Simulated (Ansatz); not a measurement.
**How Be(0001) screens a field**

Aim: image plane and induced charge of Be(0001).

Program: Ansatz 0.2.0. Level of theory: plane-wave DFT, PBE, Ansatz PAW. Values are calculated unless marked as measured.

## (1) Starting point

The cell holds 5 atoms: 5 Be. Cell: a = 2.290 Å, b = 2.290 Å, c = 25.177 Å, α = 90.0°, β = 90.0°, γ = 60.0°. Vacuum lies along c.

## (2) Single point, field 0

A sawtooth potential applies the field, turning back in the middle of the vacuum. With the dipole correction the typed value is the field outside the slab. The induced dipole is small, so the SCF threshold is tight.

File input.yaml:

```yaml
crystal:
  lattice:
    - [2.29, 0.0, 0.0]
    - [1.145, 1.9831981747, 0.0]
    - [0.0, 0.0, 25.17686]
  atoms:
    - { symbol: Be, position: [0.0, 0.0, 0.3574711064] }
    - { symbol: Be, position: [0.6666666667, 0.6666666667, 0.4287355532] }
    - { symbol: Be, position: [0.0, 0.0, 0.5] }
    - { symbol: Be, position: [0.6666666667, 0.6666666667, 0.5712644468] }
    - { symbol: Be, position: [0.0, 0.0, 0.6425288936] }
kpoints:
  mp_grid: { grid: [24, 24, 1] }
hamiltonian:
  xc: pbe
scf:
  occupations: { method: fermi_dirac, width: 0.1 }
  convergence: { dr2_threshold: 1.0e-10 }
efield:
  axis: 3
  dipole_correction: true
  ramp_position: 0.97
  ramp_width: 0.06
  amplitude: 0
output:
  forces: true
  write_potential: true
  write_density: true
  volumetric_format: npy
```

Command:

```sh
ansatz run input.yaml --threads 2 --pin off --max-ram 3072MiB --backend cpu --events-out ev --progress --plain --runs-dir out
```

What it wrote:

```text
Engine: ansatz 0.2.0, aarch64-unknown-linux-gnu
Pseudopotentials: kind: paw
Pseudopotential: Be, paw, valence charge 2, recommended cutoff 420 eV (normal), Be.paw.azcp
Functional definition: PBE
  parameter kappa = 0.804
  parameter beta = 0.066725
  exchange = pbe_x(kappa = kappa, mu = beta*pi^2/3)
  correlation = pbe_c(beta = beta)
Crystal: 5 atoms, lattice volume = 114.341 Å³
Basis set: ecut = 420 eV, 2221 PW (Γ), exchange–correlation on 32×32×360 points (8 copies of the dense FFT grid, shifted against one another)
Bands: 10, of which v1, the nominal top of the filled ones, is band 5 counted from 1 (4 counted from 0)
Symmetry: 6 space group operations
k-points: 61 of 576 (time reversal used)
Non-local potential: Be, projectors of the file, l = 0: 2, l = 1: 2, l = 2: 1
PAW form: soft (Blöchl's): semilocal exchange-correlation on the pseudo side does not see the compensation charge
PAW one-centre angular grid: Be, 110 points (default); XC on 64 Gauss nodes
Initial density: superposition of atomic densities (neutral atoms: chi_scale 0, normalization atom), corrected by the library's trained network
Initial wavefunctions: pseudopotential atomic-orbital guess
Functional: x = pbe(κ = 0.804, μ = 0.219515), c = pbe(β = 0.066725)
SCF iter   1: F=—  HF=-462.800494 eV  |F-HF|=—  |Δ(HF+E_count)|=         —  Δρ=1.82e-3  dr2=1.48e-2  ethr=1.77e-3  p=-0.000 e·Å  D=-5.81e-16 V/Å  ΔV_dip=0.00 eV  dr2_dipole=1.52e-8  V_vac-E_F(+/−)=5.45/5.45 eV  ⟨swp⟩=10.7  Hψ=7443  notcnv=0
efield: sawtooth ramp at fractional position 0.9700 (set: `efield.ramp_position`, or a place that a band, a saddle search or an elastic batch's reference lends), width 0.0600; the density the first Hamiltonian is built on has a dipole p = -0.000 e·Å; the dipole correction subtracts the counter field D = -5.81e-16 V/Å, which shifts the + side's vacuum level by +0.00 eV against the − side's; the planar-averaged density in the ramp window peaks in size at 3.5e-6 e/Å³
preconditioner: auto → LDOS  [metal: Δε(μ)=0.100 eV  Ē_g=8.334 eV  σ=0.100 eV  W_gap=0.24  n_scr=14 (ndim 8)  ℏωp=11.0 eV  f_vac=0.539  D(μ)=1.21/eV (n_scr^D=10)  β→1.0]
SCF iter   2: F=—  HF=-462.800346 eV  |F-HF|=—  |Δ(HF+E_count)|=   1.48e-4  Δρ=8.47e-4  dr2=2.62e-3  ethr=1.48e-4  p=0.000 e·Å  D=1.26e-5 V/Å  ΔV_dip=-0.00 eV  dr2_dipole=1.46e-8  V_vac-E_F(+/−)=5.34/5.34 eV  ⟨swp⟩=2.3  Hψ=1378  notcnv=0
SCF iter   3: F=—  HF=-462.799789 eV  |F-HF|=—  |Δ(HF+E_count)|=   5.57e-4  Δρ=1.71e-4  dr2=1.29e-4  ethr=2.62e-5  p=-0.000 e·Å  D=-2.76e-6 V/Å  ΔV_dip=0.00 eV  dr2_dipole=8.49e-10  V_vac-E_F(+/−)=5.32/5.32 eV  ⟨swp⟩=2.4  Hψ=924  notcnv=0
SCF iter   4: F=—  HF=-462.799782 eV  |F-HF|=—  |Δ(HF+E_count)|=   6.41e-6  Δρ=3.41e-5  dr2=4.00e-6  ethr=1.29e-6  p=0.000 e·Å  D=6.47e-7 V/Å  ΔV_dip=-0.00 eV  dr2_dipole=1.47e-12  V_vac-E_F(+/−)=5.32/5.32 eV  ⟨swp⟩=2.5  Hψ=920  notcnv=0
SCF iter   5: F=—  HF=-462.799792 eV  |F-HF|=—  |Δ(HF+E_count)|=   1.03e-5  Δρ=3.58e-6  dr2=2.51e-8  ethr=4.00e-8  p=-0.000 e·Å  D=-9.29e-7 V/Å  ΔV_dip=0.00 eV  dr2_dipole=6.95e-13  V_vac-E_F(+/−)=5.31/5.31 eV  ⟨swp⟩=2.3  Hψ=872  notcnv=0
SCF iter   6: F=—  HF=-462.799792 eV  |F-HF|=—  |Δ(HF+E_count)|=   6.57e-8  Δρ=1.03e-6  dr2=3.28e-9  ethr=2.51e-10  p=0.000 e·Å  D=1.06e-6 V/Å  ΔV_dip=-0.00 eV  dr2_dipole=3.33e-12  V_vac-E_F(+/−)=5.31/5.31 eV  ⟨swp⟩=3.0  Hψ=1160  notcnv=0
iter 7 met the thresholds in force, and the SCF goes on: an eigenvalue changes by 3.43 meV, over its tolerance of 1.02 meV (output.eigenvalues, Limitations)
SCF iter   7: F=-462.799792 eV  HF=-462.799792 eV  |F-HF|=2.39e-9  |Δ(HF+E_count)|=   2.61e-9  Δρ=2.66e-7  dr2=8.90e-11  ethr=1.00e-12  p=-0.000 e·Å  D=-5.34e-8 V/Å  ΔV_dip=0.00 eV  dr2_dipole=6.08e-15  V_vac-E_F(+/−)=5.31/5.31 eV  ⟨swp⟩=9.3  Hψ=4941  notcnv=0
SCF iter   8: F=-462.799792 eV  HF=-462.799792 eV  |F-HF|=5.30e-11  |Δ(HF+E_count)|=   2.37e-9  Δρ=4.94e-8  dr2=3.45e-12  ethr=1.00e-12  p=0.000 e·Å  D=3.17e-9 V/Å  ΔV_dip=-0.00 eV  dr2_dipole=5.53e-16  V_vac-E_F(+/−)=5.31/5.31 eV  ⟨swp⟩=6.6  Hψ=3466  notcnv=0
SCF 1 converged in 8 iterations: F = -462.799792 eV  dr2 = 3.45e-12
  greatest PAW one-centre occupation: 0.365 electrons in one spin orbital (limit 2), on the Be atom at site 1 (counted from 0), in its partial waves of l = 0
SCF converged after 8 iterations
an eigenvalue changed by more than its tolerance at an iteration that met the thresholds in force, so the SCF went on 1 time: the last check found none over its tolerance
Free energy (F): -462.799792 eV
Harris-Foulkes:  -462.799792 eV  (|F-HF|=5.30e-11)
Internal energy: -462.759509 eV  (E = F + TS)
E sigma→0 (E₀):  -462.779651 eV
Entropy (-TS):   -0.040283 eV (-8.057 meV/atom)
Fermi energy:    -0.794235 eV
Dipole field:    D = -0.000000 V/Å  (p = -0.000000 e·Å, saw-weighted, corrected)
Work function:   Φ+ = 5.3145 eV   Φ− = 5.3145 eV
Levels:          The Fermi level and band energies are counted from a zero that moves with the ramp; work functions are not
--- Per-component energies (eV) ---
  E_band       = -47.266733
  E_kinetic    = 98.649466
  E_local      = -3446.579631  (includes V_loc(G=0)·N_el)
  E_nonlocal   = 22.510608
  E_hartree    = 1692.787599
  E_xc         = -96.140441
  E_vxc        = -100.389979  (∫ρ·V_xc dr)
  E_paw        = -297.719429  (= ΣΔE_a)
  E_vpaw       = -7.032396  (= ΣTr[D̂ρ^β])
  E_aug_tail   = -0.000003  (compensation charges beyond the density's cutoff)
  E_efield     = 0.000000  (sawtooth field / dipole correction)
  E_vefield    = 0.000000  (∫n·V_field dr)
  E_ewald      = 1563.732322
  E_smearing   = -0.040283  (= −TS)
  E_closure    = 0.000000  (closes the sum)
  Σ components = -462.799792   (vs F -462.799792, Δ=0.00e0)
--- Forces (eV/Å), atoms counted from 1 ---
  atom   1  Be    -0.00000000     0.00000000    -0.09977679
  atom   2  Be     0.00000000    -0.00000000     0.07517886
  atom   3  Be    -0.00000000     0.00000000    -0.00000021
  atom   4  Be    -0.00000000    -0.00000000    -0.07517843
  atom   5  Be    -0.00000000     0.00000000     0.09977653
  max |Σ_I F_I| component: 4.34e-8 eV/Å
--- Band table (eV; the first three rows and the last of 61) ---
  k-point 0: bands = ["-11.0950", "-10.0693", "-8.5938", "-6.6472", "-3.6751", "-2.9412", "2.5590", "3.8490", "4.3365", "5.1419"]
  k-point 1: bands = ["-11.0458", "-10.0196", "-8.5434", "-6.5946", "-3.6230", "-2.8800", "2.5925", "3.9081", "4.3982", "5.2042"]
  k-point 2: bands = ["-10.8979", "-9.8708", "-8.3924", "-6.4372", "-3.4675", "-2.6965", "2.6907", "4.0840", "4.5834", "5.3914"]
  k-point 60: bands = ["-2.2626", "-1.3909", "-1.2774", "-1.2340", "-1.0559", "-0.0223", "-0.0217", "0.6617", "2.8925", "5.2059"]
```

The job ended after 12 s (2 threads of Arm Neoverse N1, shared host; peak memory 0.35 GiB).

Read from the output:

* energy at zero smearing: -462.7797 eV
* work function, upper face: 5.315 eV
* dipole along the normal: -2.44e-8 e·Å

Running mean over 1.794 Å of the planar mean; the ramp of the sawtooth is left out. Table of electron's electrostatic potential energy less the Fermi level by z:

```
z (Å)  electron's electrostatic potential energy less the Fermi level (eV)
  3.5                                                                 5.31
  4.0                                                                 5.31
  4.5                                                                 5.31
  5.0                                                                 5.31
  5.5                                                                 5.31
  6.0                                                                 5.28
  6.5                                                                 5.18
  7.0                                                                 4.82
  7.5                                                                 3.56
  8.0                                                               0.0384
  8.5                                                                -4.20
  9.0                                                                -5.94
  9.5                                                                -6.27
 10.0                                                                -6.38
 10.5                                                                -6.48
 11.0                                                                -6.55
 11.5                                                                -6.61
 12.0                                                                -6.65
 12.5                                                                -6.67
 13.0                                                                -6.66
 13.5                                                                -6.63
 14.0                                                                -6.57
 14.5                                                                -6.51
 15.0                                                                -6.42
 15.5                                                                -6.31
 16.0                                                                -6.13
 16.5                                                                -5.13
 17.0                                                                -1.61
 17.5                                                                 2.63
 18.0                                                                 4.53
 18.5                                                                 5.10
 19.0                                                                 5.26
 19.5                                                                 5.30
 20.0                                                                 5.31
 20.5                                                                 5.31
 21.0                                                                 5.31
 21.5                                                                 5.31
 22.0                                                                 5.31
```

Force by atom:

```
atom  x (eV/Å)  y (eV/Å)  z (eV/Å)    size
 Be1    0.0000    0.0000   -0.0998  0.0998
 Be2    0.0000    0.0000    0.0752  0.0752
 Be3    0.0000    0.0000    0.0000  0.0000
 Be4    0.0000    0.0000   -0.0752  0.0752
 Be5    0.0000    0.0000    0.0998  0.0998
```

The work function of the upper face is 5.31 eV.

## (3) Single point, field 0.05 V/Å

input.yaml, as its differences from that of step 2:

```diff
@@ -23,3 +23,3 @@
   ramp_width: 0.06
-  amplitude: 0
+  amplitude: 0.05
 output:
```

What it wrote:

```text
[...]
Crystal: 5 atoms, lattice volume = 114.341 Å³
Basis set: ecut = 420 eV, 2221 PW (Γ), exchange–correlation on 32×32×360 points (8 copies of the dense FFT grid, shifted against one another)
Bands: 10, of which v1, the nominal top of the filled ones, is band 5 counted from 1 (4 counted from 0)
Symmetry: 6 space group operations
k-points: 61 of 576 (time reversal used)
[...]
--- Forces (eV/Å), atoms counted from 1 ---
  atom   1  Be     0.00000000     0.00000000    -0.09958170
  atom   2  Be     0.00000000    -0.00000000     0.07502575
  atom   3  Be    -0.00000000     0.00000000    -0.00013976
  atom   4  Be    -0.00000000    -0.00000000    -0.07532920
  atom   5  Be    -0.00000000     0.00000000     0.10002493
  max |Σ_I F_I| component: 1.89e-8 eV/Å
--- Band table (eV; the first three rows and the last of 61) ---
[...]
[key lines of the parts left out:]
SCF converged after 10 iterations
Free energy (F): -462.800108 eV
Fermi energy:    -0.794339 eV
Dipole field:    D = 0.019985 V/Å  (p = 0.012628 e·Å, saw-weighted, corrected)
```

Run time: 13 s. Hardware: 2 threads; peak memory 0.34 GiB; 25 s of CPU time.

The dipole is 0.0126 e·Å.

## (4) Atoms held, field -0.05 V/Å

input.yaml, as its differences from that of step 3:

```diff
@@ -23,3 +23,3 @@
   ramp_width: 0.06
-  amplitude: 0.05
+  amplitude: -0.05
 output:
```

What it wrote:

```text
[...]
Crystal: 5 atoms, lattice volume = 114.341 Å³
Basis set: ecut = 420 eV, 2221 PW (Γ), exchange–correlation on 32×32×360 points (8 copies of the dense FFT grid, shifted against one another)
Bands: 10, of which v1, the nominal top of the filled ones, is band 5 counted from 1 (4 counted from 0)
Symmetry: 6 space group operations
k-points: 61 of 576 (time reversal used)
[...]
--- Forces (eV/Å), atoms counted from 1 ---
  atom   1  Be     0.00000000     0.00000000    -0.10002388
  atom   2  Be    -0.00000000    -0.00000000     0.07532858
  atom   3  Be    -0.00000000     0.00000000     0.00013857
  atom   4  Be     0.00000000    -0.00000000    -0.07502441
  atom   5  Be     0.00000000     0.00000000     0.09958138
  max |Σ_I F_I| component: 2.29e-7 eV/Å
--- Band table (eV; the first three rows and the last of 61) ---
[...]
[key lines of the parts left out:]
SCF converged after 10 iterations
Free energy (F): -462.800108 eV
Fermi energy:    -0.794339 eV
Dipole field:    D = -0.019985 V/Å  (p = -0.012628 e·Å, saw-weighted, corrected)
```

Run time: 12 s. Hardware: 2 threads; peak memory 0.34 GiB; 24 s of CPU time.

The dipole is -0.0126 e·Å.

## (5) Single point, field 0.1 V/Å

input.yaml, as its differences from that of step 4:

```diff
@@ -23,3 +23,3 @@
   ramp_width: 0.06
-  amplitude: -0.05
+  amplitude: 0.1
 output:
```

What it wrote:

```text
[...]
Crystal: 5 atoms, lattice volume = 114.341 Å³
Basis set: ecut = 420 eV, 2221 PW (Γ), exchange–correlation on 32×32×360 points (8 copies of the dense FFT grid, shifted against one another)
Bands: 10, of which v1, the nominal top of the filled ones, is band 5 counted from 1 (4 counted from 0)
Symmetry: 6 space group operations
k-points: 61 of 576 (time reversal used)
[...]
--- Forces (eV/Å), atoms counted from 1 ---
  atom   1  Be    -0.00000000     0.00000000    -0.09943498
  atom   2  Be     0.00000000    -0.00000000     0.07485950
  atom   3  Be    -0.00000000     0.00000000    -0.00027347
  atom   4  Be    -0.00000000    -0.00000000    -0.07547601
  atom   5  Be     0.00000000     0.00000000     0.10032531
  max |Σ_I F_I| component: 3.53e-7 eV/Å
--- Band table (eV; the first three rows and the last of 61) ---
[...]
[key lines of the parts left out:]
SCF converged after 10 iterations
Free energy (F): -462.801055 eV
Fermi energy:    -0.794656 eV
Dipole field:    D = 0.039970 V/Å  (p = 0.025257 e·Å, saw-weighted, corrected)
```

Run time: 13 s. Hardware: 2 threads; peak memory 0.34 GiB; 25 s of CPU time.

The dipole is 0.0253 e·Å.

## (6) Single point, field -0.1 V/Å

input.yaml, as its differences from that of step 5:

```diff
@@ -23,3 +23,3 @@
   ramp_width: 0.06
-  amplitude: 0.1
+  amplitude: -0.1
 output:
```

What it wrote:

```text
[...]
Crystal: 5 atoms, lattice volume = 114.341 Å³
Basis set: ecut = 420 eV, 2221 PW (Γ), exchange–correlation on 32×32×360 points (8 copies of the dense FFT grid, shifted against one another)
Bands: 10, of which v1, the nominal top of the filled ones, is band 5 counted from 1 (4 counted from 0)
Symmetry: 6 space group operations
k-points: 61 of 576 (time reversal used)
[...]
--- Forces (eV/Å), atoms counted from 1 ---
  atom   1  Be     0.00000000     0.00000000    -0.10032300
  atom   2  Be    -0.00000000    -0.00000000     0.07547206
  atom   3  Be     0.00000000     0.00000000     0.00027649
  atom   4  Be     0.00000000    -0.00000000    -0.07486154
  atom   5  Be     0.00000000     0.00000000     0.09943620
  max |Σ_I F_I| component: 2.12e-7 eV/Å
--- Band table (eV; the first three rows and the last of 61) ---
[...]
[key lines of the parts left out:]
SCF converged after 10 iterations
Free energy (F): -462.801055 eV
Fermi energy:    -0.794656 eV
Dipole field:    D = -0.039970 V/Å  (p = -0.025257 e·Å, saw-weighted, corrected)
```

Elapsed: 12 s, on 2 threads; peak memory 0.33 GiB.

The dipole is -0.0253 e·Å.

## (7) Atoms held, field 0.2 V/Å

input.yaml, as its differences from that of step 6:

```diff
@@ -23,3 +23,3 @@
   ramp_width: 0.06
-  amplitude: -0.1
+  amplitude: 0.2
 output:
```

What it wrote:

```text
[...]
Crystal: 5 atoms, lattice volume = 114.341 Å³
Basis set: ecut = 420 eV, 2221 PW (Γ), exchange–correlation on 32×32×360 points (8 copies of the dense FFT grid, shifted against one another)
Bands: 10, of which v1, the nominal top of the filled ones, is band 5 counted from 1 (4 counted from 0)
Symmetry: 6 space group operations
k-points: 61 of 576 (time reversal used)
[...]
--- Forces (eV/Å), atoms counted from 1 ---
  atom   1  Be    -0.00000000     0.00000000    -0.09929703
  atom   2  Be     0.00000000    -0.00000000     0.07451452
  atom   3  Be     0.00000000     0.00000000    -0.00055371
  atom   4  Be     0.00000000    -0.00000000    -0.07573779
  atom   5  Be    -0.00000000     0.00000000     0.10107387
  max |Σ_I F_I| component: 1.39e-7 eV/Å
--- Band table (eV; the first three rows and the last of 61) ---
[...]
[key lines of the parts left out:]
SCF converged after 10 iterations
Free energy (F): -462.804844 eV
Fermi energy:    -0.795925 eV
Dipole field:    D = 0.079947 V/Å  (p = 0.050518 e·Å, saw-weighted, corrected)
```

The job ended after 12 s (2 threads; peak memory 0.33 GiB).

The dipole is 0.0505 e·Å.

## (8) Atoms held, field -0.2 V/Å

input.yaml, as its differences from that of step 7:

```diff
@@ -23,3 +23,3 @@
   ramp_width: 0.06
-  amplitude: 0.2
+  amplitude: -0.2
 output:
```

What it wrote:

```text
[...]
Crystal: 5 atoms, lattice volume = 114.341 Å³
Basis set: ecut = 420 eV, 2221 PW (Γ), exchange–correlation on 32×32×360 points (8 copies of the dense FFT grid, shifted against one another)
Bands: 10, of which v1, the nominal top of the filled ones, is band 5 counted from 1 (4 counted from 0)
Symmetry: 6 space group operations
k-points: 61 of 576 (time reversal used)
[...]
--- Forces (eV/Å), atoms counted from 1 ---
  atom   1  Be    -0.00000000     0.00000000    -0.10107507
  atom   2  Be     0.00000000    -0.00000000     0.07573934
  atom   3  Be    -0.00000000     0.00000000     0.00055271
  atom   4  Be    -0.00000000    -0.00000000    -0.07451493
  atom   5  Be    -0.00000000     0.00000000     0.09929808
  max |Σ_I F_I| component: 1.33e-7 eV/Å
--- Band table (eV; the first three rows and the last of 61) ---
[...]
[key lines of the parts left out:]
SCF converged after 10 iterations
Free energy (F): -462.804844 eV
Fermi energy:    -0.795924 eV
Dipole field:    D = -0.079946 V/Å  (p = -0.050517 e·Å, saw-weighted, corrected)
```

It took 12 s on 2 threads; peak memory 0.33 GiB.

The dipole is -0.0505 e·Å.

(Continued in part 2 of 2.)

[Long decimals in the printed logs are rounded to 6 places.]

[Logs are printed without paths, hosts, clocks, repeated set-up lines and the standing remarks that a program may print on its own settings, such as how far it seeks lower states.]

[Hosts, paths, dates, database ids (printed as entryN), source tags and the programs' standing remarks are cut or masked in the printed files.]

[Maps of the electrostatic potential energy from Ansatz leave out the sawtooth potential of an applied field or a dipole correction, so their vacuum need not be flat; planar profiles and work functions include it.]
